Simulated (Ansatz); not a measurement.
Rows from a G0W0 calculation on Zn3Sb4O6F6 (I-43m) (Ansatz 0.2.0; G0W0 on PBE, plane waves, PAW; PAW set soft_1; 4×4×4 mesh, 1010 empty bands, screening to 140 eV, PAW set soft_1 files), in eV. Spin-orbit coupling is left out.

```csv
row,k,band,start,Σx,Σc at the solution,Vxc
A,Γ,c1,10.395,-9.002,-3.972,-13.719
B,Γ,c3,11.076,-11.445,-3.525,-15.809
C,Γ,v1,6.305,-38.225,6.092,-30.658
D,"(-0.500, -0.500, -0.500)",v1,6.254,-39.901,6.423,-31.910
E,"(-0.500, -0.500, -0.500)",c3,11.370,-10.240,-3.535,-14.491
F,"(-0.500, -0.500, -0.500)",c1,9.125,-9.325,-3.420,-13.322
```

**Question.** Work out each quasiparticle level and how far it moved.

The quasiparticle equation reads E = start + Σx + Σc(E) − Vxc.

```csv
row,E (eV),shift (eV)
A,11.140,+0.745
B,11.914,+0.839
C,4.831,−1.475
D,4.687,−1.567
E,12.086,+0.716
F,9.702,+0.577
```

Limits: not at the basis limit; d shell near the gap, gap tends to lie low; no spin-orbit coupling.

[Paths, hosts, dates, memory and timing lines, banners, echoed tables and standing remarks are left out of the program output.]

[Logs are printed without paths, hosts, clocks, repeated set-up lines and the standing remarks that a program may print on its own settings, such as how far it seeks lower states.]

[Runs of the session that timed out or met a known fault of the program may be left out.]

[Cells called generated may have been cut or substituted from an entry of the Crystallography Open Database or the Materials Project.]

[Hosts, paths, dates, database ids (printed as entryN), source tags and the programs' standing remarks are cut or masked in the printed files.]
